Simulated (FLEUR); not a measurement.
# FeNi3 (Awaruite): energy less that of the parallel start, no spin polarisation against volume factor, fitted and tested on a withheld row

System: FeNi3 (Awaruite), 1 Fe and 3 Ni in the cell, space group Pm-3m. From the study “FeNi3 (Awaruite): magnetism against the volume”.

Method: LDA (VWN); all-electron FLAPW, Dirac cores, scalar-relativistic bands (FLEUR MaX-R8.1). Settings shared by all rows: kmax 3.71 1/bohr, hist occupations, smearing width 0.05 eV, 8×8×8 k-mesh. The opposed order is one of several, taken for its small cell; another can lie lower, so the scan does not name the ground state. Atoms were not relaxed at any point.

Computed values, one withheld:

```csv
volume factor,"energy less that of the parallel start, no spin polarisation (meV a seeded atom)"
0.88,149.5
0.91,167.8
0.94,185.1
0.97,201.8
1,217.7
1.03,232.9
1.06,247.3
1.09,261.5
1.12,?
```

Choose a law, fit it, and give the withheld energy less that of the parallel start, no spin polarisation (volume factor = 1.12).

**Law.** No simple law fixes this dependence; over a few percent of strain it is smooth while the state stays the same, so an empirical parabola in s = factor − 1 is fitted. In symbols, y = c0 + c1 s + c2 s², with energy less that of the parallel start, no spin polarisation in meV a seeded atom.

**Fit.** Least squares on 8 rows gives c0 = 217.699, c1 = 520.278 and c2 = -392.857.

| volume factor | s | computed | fit | computed − fit |
| --- | --- | --- | --- | --- |
| 0.88 | -0.12 | 149.5 | 149.61 | -0.11 |
| 0.91 | -0.09 | 167.8 | 167.69 | 0.11 |
| 0.94 | -0.06 | 185.1 | 185.07 | 0.03 |
| 0.97 | -0.03 | 201.8 | 201.74 | 0.06 |
| 1 | 0 | 217.7 | 217.70 | 0.00 |
| 1.03 | 0.03 | 232.9 | 232.95 | -0.05 |
| 1.06 | 0.06 | 247.3 | 247.50 | -0.20 |
| 1.09 | 0.09 | 261.5 | 261.34 | 0.16 |

At s = 0 the slope is 5.2 meV a seeded atom for each percent of the factor.

**Prediction.** At volume factor = 1.12, s = 0.12, so the law predicts 274.48 meV a seeded atom. The computed value is 274.8 meV a seeded atom, 0.32 above the prediction (0.1 % of it). The row lies beyond the fitted rows, so this is an extrapolation. The miss is 3 times the rms residual of the fit, 0.11.

[Logs and program files are shortened in this print: banners, set-up blocks, solver, clock and traceback lines can be left out without a mark of their own.]

[Logs are printed without paths, hosts, clocks, repeated set-up lines and the standing remarks that a program may print on its own settings, such as how far it seeks lower states.]

[Hosts, paths, dates, database ids (printed as entryN), source tags and the programs' standing remarks are cut or masked in the printed files.]

[Where a cell is said to come from a database of computed structures, the database is the Materials Project.]
